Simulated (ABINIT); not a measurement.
# A GW chain in ABINIT: TePb (Fm-3m), part 3 of 3

Wanted: ground state, empty states, screening and self-energy for TePb (Fm-3m).

ABINIT 10.8.3; PBE and many-body steps on it, plane waves. Known limits of the many-body steps: not at the basis limit; model gap, bands may invert with spin-orbit coupling; mesh may overstate the screening; no spin-orbit coupling; coarse k mesh.

So far. Step 3 (Bands along the symmetry lines): The gap is 0.739 eV, as in the run before at this level. Step 4 (Empty states on the mesh, 4×4×4 mesh, 144 bands): On this mesh the gap is 0.739 eV.

### Step 5. Screening, 4×4×4 mesh, 132 bands, screening to 136.1 eV

The RPA dielectric matrix is built and inverted for each q.

This step: RPA screening on PBE, plane waves, norm-conserving pseudopotentials.

Input file run.abi:

```
acell 3*1.0 Angstrom
rprim 
  -0.000000000000 3.231000000000 3.231000000000
  3.231000000000 0.000000000000 3.231000000000
  3.231000000000 3.231000000000 0.000000000000
ntypat 2
znucl 52 82
natom 2
typat 1 2
xred 
  0.500000000000 0.500000000000 0.500000000000
  0.000000000000 0.000000000000 0.000000000000
pp_dirpath "pseudos"
pseudos "Te.upf, Pb.upf"
ecut 39
ngkpt 4 4 4
nshiftk 1
shiftk 0 0 0
kptopt 1
chksymbreak 0
istwfk *1
occopt 1
irdwfk 1
optdriver 3
nband 132
ecuteps 5
inclvkb 2
awtr 1
symchi 1
indata_prefix "in"
outdata_prefix "out"
tmpdata_prefix "tmp"
```

The run is started by

```console
OMP_NUM_THREADS=1 mpirun -n 8 abinit run.abi > log
```

Numbers of over 12 decimals in the logs are rounded to 6 here.

What it wrote:

```text
.Version 10.8.3 of ABINIT. v10.8.2 released Aug 2026.

 Symmetries : space group Fm -3 m (#225); Bravais cF (face-center cubic)
[... echo of the input left out ...]
== DATASET  1 ==================================================================
-   mpi_nproc: 8, omp_nthreads: 1 (-1 if OMP is not activated)

--- !DatasetInfo
iteration_state: {dtset: 1, }
dimensions: {natom: 2, nkpt: 8, mband: 132, nsppol: 1, nspinor: 1, nspden: 1, mpw: 5346, }
cutoff_energies: {ecut:  39.0, pawecutdg:  -1.0, }
electrons: {nelect:   4.60000000E+01, charge:   0.00000000E+00, occopt:   1.00000000E+00, tsmear:   1.00000000E-02, }

 SCREENING: Calculation of the susceptibility and dielectric matrices

 Based on a program developped by R.W. Godby, V. Olevano, G. Onida, and L. Reining.
 Incorporated in ABINIT by V. Olevano, G.-M. Rignanese, and M. Torrent.
.Using double precision arithmetic ; gwpc =  8

[... cell and pseudopotentials left out ...]
--------------------------------------------------------------------------------

 ==== K-mesh for the wavefunctions ====
 Number of points in the irreducible wedge :     8
[... list of points left out ...]
 Together with 48 symmetry operations and time-reversal symmetry
 yields    64 points in the full Brillouin Zone.

 ==== Q-mesh for the screening function ====
 Number of points in the irreducible wedge :     8
[... list of points left out ...]
 Together with 48 symmetry operations and time-reversal symmetry
 yields    64 points in the full Brillouin Zone.

 setmesh: FFT mesh size selected  =    36x   36x   36
          total number of points  =        46656

 vcoul_init : cutoff-mode = AUXILIARY_FUNCTION
 q-points for optical limit:   1
     1)      0.000010    0.000020    0.000030

- screening: taking advantage of time-reversal symmetry
- Maximum band index for partially occupied states nbvw = 23
- Remaining bands to be divided among processors   nbcw = 109
- Number of bands treated by each node ~13

 Number of electrons calculated from density =   46.0000; Expected =   46.0000
 average of density, n =  0.101046
 r_s =    1.3319
 omega_plasma =   30.6631 [eV]

 calculating chi0 at frequencies [eV] :
  1    0.000000E+00    0.000000E+00
  2    0.000000E+00    3.066308E+01

--------------------------------------------------------------------------------
  q-point number  1        q = ( 0.000000, 0.000000, 0.000000) [r.l.u.]
--------------------------------------------------------------------------------
[... chi0 elements left out ...]
 For q-point:  0.000010 0.000020 0.000030
  dielectric constant =  38.5439
  dielectric constant without local fields =  41.2381

  Average fulfillment of the sum rule on Im[epsilon] for q-point    1 :     65.93  [%]
[... wings left out ...]
  q-point number  2        q = ( 0.250000, 0.000000, 0.000000) [r.l.u.]
--------------------------------------------------------------------------------
[... chi0 elements left out ...]
  Average fulfillment of the sum rule on Im[epsilon] for q-point    2 :     78.29  [%]

 [... 6 further q-points ...]
```

The job ended after 2 min (8 MPI ranks of Intel Xeon Platinum 8488C (Sapphire Rapids), shared host; peak memory 2.9 GiB).

Numbers from this step:

| Property | Result |
| --- | --- |
| ε∞ with local fields, on this mesh, along the program's q direction | 38.54 |
| the same without local fields | 41.24 |
| plasma frequency | 30.66 eV |
| plane waves in the screening matrix | 259 |

Local fields lower ε∞ by 7 %.

### Step 6. Self-energy, 4×4×4 mesh, 132 bands, screening to 136.1 eV

The self-energy is evaluated for the states that the input lists, and the levels follow from it, in one-shot runs by the linearised quasiparticle equation.

This step: G0W0 on PBE, plane waves, norm-conserving pseudopotentials.

Changes to run.abi since step 5:

```diff
@@ -23,8 +23,17 @@
 irdwfk 1
-optdriver 3
+optdriver 4
 nband 132
+gwcalctyp 0
+ecutsigx 39
+symsigma 1
+nkptgw 2
+kptgw 
+  0.5000000000 0.0000000000 0.0000000000
+  0.0000000000 0.0000000000 0.0000000000
+bdgw 
+  21 26
+  21 26
 ecuteps 5
-inclvkb 2
-awtr 1
-symchi 1
+irdscr 1
+ppmodel 1
 indata_prefix "in"
```

What it wrote:

```text
.Version 10.8.3 of ABINIT. v10.8.2 released Aug 2026.

 Symmetries : space group Fm -3 m (#225); Bravais cF (face-center cubic)
[... echo of the input left out ...]
== DATASET  1 ==================================================================
-   mpi_nproc: 8, omp_nthreads: 1 (-1 if OMP is not activated)

--- !DatasetInfo
iteration_state: {dtset: 1, }
dimensions: {natom: 2, nkpt: 8, mband: 132, nsppol: 1, nspinor: 1, nspden: 1, mpw: 5346, }
cutoff_energies: {ecut:  39.0, pawecutdg:  -1.0, }
electrons: {nelect:   4.60000000E+01, charge:   0.00000000E+00, occopt:   1.00000000E+00, tsmear:   1.00000000E-02, }

 SIGMA: Calculation of the GW corrections

 Based on a program developped by R.W. Godby, V. Olevano, G. Onida, and L. Reining.
 Incorporated in ABINIT by V. Olevano, G.-M. Rignanese, and M. Torrent.
.Using double precision arithmetic ; gwpc =  8

[... cell and pseudopotentials left out ...]
--------------------------------------------------------------------------------

 ==== K-mesh for the wavefunctions ====
 Number of points in the irreducible wedge :     8
[... list of points left out ...]
 Together with 48 symmetry operations and time-reversal symmetry
 yields    64 points in the full Brillouin Zone.

 ==== Q-mesh for screening function ====
 Number of points in the irreducible wedge :     8
[... list of points left out ...]
 Together with 48 symmetry operations and time-reversal symmetry
 yields    64 points in the full Brillouin Zone.

 vcoul_init : cutoff-mode = AUXILIARY_FUNCTION
 q-points for optical limit:   1
     1)      0.000010    0.000020    0.000030
 setmesh: FFT mesh size selected  =    50x   50x   50
          total number of points  =       125000

 Number of electrons calculated from density =   46.0000; Expected =   46.0000
 average of density, n =  0.101046
 r_s =    1.3319
 omega_plasma =   30.6631 [eV]

 === KS Band Gaps ===
  >>>> For spin  1
   Minimum direct gap =   0.7389 [eV], located at k-point      :   0.5000  0.0000  0.0000
   Fundamental gap    =   0.7389 [eV], Top of valence bands at :   0.5000  0.0000  0.0000
                                       Bottom of conduction at :   0.5000  0.0000  0.0000
 SIGMA fundamental parameters:
 PLASMON POLE MODEL  1
 number of plane-waves for SigmaX                 5209
 number of plane-waves for SigmaC and W            259
 number of plane-waves for wavefunctions          5209
 number of bands                                   132
 number of independent spin polarizations            1
 number of spinorial components                      1
 number of k-points in IBZ                           8
 number of q-points in IBZ                           8
 number of symmetry operations                      48
 number of k-points in BZ                           64
 number of q-points in BZ                           64
 number of frequencies for dSigma/dE                 9
 frequency step for dSigma/dE [eV]                0.25
 number of omega for Sigma on real axis              0
 max omega for Sigma on real axis  [eV]           0.00
 zcut for avoiding poles [eV]                     0.10

 EPSILON^-1 parameters (SCR file):
 dimension of the eps^-1 matrix on file            259
 dimension of the eps^-1 matrix used               259
 number of plane-waves for wavefunctions          5209
 number of bands                                   132
 number of q-points in IBZ                           8
 number of frequencies                               2
 number of real frequencies                          1
 number of imag frequencies                          1

 matrix elements of self-energy operator (all in [eV])

 Perturbative Calculation

--- !SelfEnergy_ee
iteration_state: {dtset: 1, }
kpoint     : [   0.500,    0.000,    0.000, ]
spin       : 1
KS_gap     :    0.739
QP_gap     :    0.865
Delta_QP_KS:    0.127
data: !SigmaeeData |
     Band     E0 <VxcDFT>   SigX SigC(E0)      Z dSigC/dE  Sig(E)    E-E0       E
       21   6.340 -12.692 -14.527   1.345   0.791  -0.265 -13.080  -0.388   5.952
       22   6.340 -12.692 -14.527   1.345   0.791  -0.265 -13.080  -0.388   5.952
       23   7.229 -13.010 -13.885   0.603   0.800  -0.251 -13.227  -0.217   7.012
       24   7.968 -10.337  -7.126  -3.323   0.809  -0.236 -10.427  -0.091   7.877
       25   8.507 -10.665  -7.476  -3.287   0.807  -0.239 -10.745  -0.080   8.427
       26   8.507 -10.665  -7.476  -3.287   0.807  -0.239 -10.745  -0.080   8.427

--- !SelfEnergy_ee
iteration_state: {dtset: 1, }
kpoint     : [   0.000,    0.000,    0.000, ]
spin       : 1
KS_gap     :    5.425
QP_gap     :    5.941
Delta_QP_KS:    0.515
data: !SigmaeeData |
     Band     E0 <VxcDFT>   SigX SigC(E0)      Z dSigC/dE  Sig(E)    E-E0       E
       21   5.883 -12.324 -14.337   1.497   0.788  -0.270 -12.730  -0.407   5.476
       22   5.883 -12.324 -14.337   1.497   0.788  -0.270 -12.730  -0.407   5.476
       23   5.883 -12.324 -14.337   1.497   0.788  -0.270 -12.730  -0.407   5.476
       24  11.309 -11.610  -7.068  -4.406   0.793  -0.260 -11.502   0.108  11.417
       25  11.309 -11.610  -7.068  -4.406   0.793  -0.260 -11.502   0.108  11.417
       26  11.309 -11.610  -7.068  -4.406   0.793  -0.260 -11.502   0.108  11.417

== END DATASET(S) ==============================================================
================================================================================

 -outvars: echo values of variables after computation  --------
           etotal      0.0000000000E+00
            nband         132
             nkpt           8
          spgroup         225
 [... the other variables as echoed above ...]

 Calculation completed.
```

The job ended after 21 s (8 MPI ranks; peak memory 2.2 GiB).

Numbers from this step:

```
G0W0 gap on the points computed              : 0.8650 eV
starting gap on the mesh                     : 0.7388 eV
k of the valence top                         : 0.5, 0, 0
k of the conduction bottom                   : 0.5, 0, 0
Z at the valence top                         : 0.8
Z at the conduction bottom                   : 0.809
least direct G0W0 gap on the computed points : 0.8650 eV
```

The gap on the mesh goes from 0.74 eV to 0.87 eV, a correction of +0.13 eV.

Limits: finite bands, cutoff and mesh; model gap, bands may invert with spin-orbit coupling; no spin-orbit coupling; coarse k mesh. v1 is the top filled band, c1 the lowest empty one. The levels before and after the correction (eV, zero at the valence-band top of each column):

|  | conduction bottom | valence top |
| --- | --- | --- |
| Kohn-Sham | 0.74 | 0.00 |
| G0W0 | 0.86 | 0.00 |

|  | level | energy (eV) |
| --- | --- | --- |
| Kohn-Sham | (0.5 0 0) v3-v2 | -0.889 |
| Kohn-Sham | (0.5 0 0) v1 | 0.000 |
| Kohn-Sham | (0.5 0 0) c1 | 0.739 |
| Kohn-Sham | (0.5 0 0) c2-c3 | 1.278 |
| G0W0 | (0.5 0 0) v3-v2 | -1.060 |
| G0W0 | (0.5 0 0) v1 | 0.000 |
| G0W0 | (0.5 0 0) c1 | 0.865 |
| G0W0 | (0.5 0 0) c2-c3 | 1.415 |

### Step 7. Where the time went

Times are wall times on 8 MPI ranks of Intel Xeon Platinum 8488C (Sapphire Rapids), shared host, good to a factor of about two.

| step | time | share | memory (GiB) |
| --- | --- | --- | --- |
| ground state | 23 s | 9 % | 0.77 |
| bands along the symmetry lines | 31 s | 12 % | 0.72 |
| empty states on the mesh | 65 s | 25 % | 0.77 |
| screening | 2 min | 47 % | 2.9 |
| self-energy | 21 s | 8 % | 2.2 |

### Step 8. Summary of results

| Property | Result |
| --- | --- |
| PBE gap | 0.74 eV, direct |
| G0W0 gap on the mesh | 0.87 eV |
| GW settings | 4×4×4 mesh, 132 bands, screening to 136.1 eV, Godby-Needs plasmon pole |
| known limits | not at the basis limit; model gap, bands may invert with spin-orbit coupling; mesh may overstate the screening; no spin-orbit coupling; coarse k mesh |

In words: G0W0 moves the gap on the mesh from 0.74 eV to 0.87 eV (+0.13 eV), with Z of 0.80 and 0.81 at the edges. Local fields lower the RPA ε∞ on this mesh from 41.24 to 38.54. Only 2 of the mesh's irreducible points were corrected, so a valley elsewhere could overtake. The dearest step here is «screening». Bands and cutoff are finite, so the gap is not at the basis limit. The miss can reach some tenths of an eV and take either sign; the mesh is an error of its own. In the G0W0 run levels were corrected at 2 k points alone, so a gap called «on the mesh» is the least over those, and an edge elsewhere would be missed. The 4×4×4 mesh is coarse for this cell, which bears on the long-range parts of exchange and screening. Where an edge is built on 6p states of lead, bismuth or thallium, scalar-relativistic gaps usually stand too wide, by a few tenths to over one eV. With atoms this heavy and so narrow a gap, spin-orbit coupling can invert the bands. These scalar-relativistic gaps are then model values, not to be set against experiment, and a spin-orbit change taken from DFT can't simply be added. The RPA ε∞ on this mesh reaches over 25; with a narrow direct gap a coarse mesh can overstate it, and the correction is then too small.

[Paths, hosts, dates, memory and timing lines, banners, echoed tables and standing remarks are left out of the program output.]

[Logs are printed without paths, hosts, clocks, repeated set-up lines and the standing remarks that a program may print on its own settings, such as how far it seeks lower states.]

[Runs of the session that timed out or met a known fault of the program may be left out.]

[No measured gap is set beside runs whose start may be inverted or whose files or cutoffs have a known fault.]

[Hosts, paths, dates, database ids (printed as entryN), source tags and the programs' standing remarks are cut or masked in the printed files.]

[G0W0 gaps are taken among the corrected bands and points alone; a level outside them can change the order at an edge.]

[Where Ansatz stands beside ABINIT at settings called matched, ABINIT's density can come from a denser mesh and the files from another edition; pairs whose starting gaps differed by over 0.03 eV were left out, so agreement reads better than it is.]
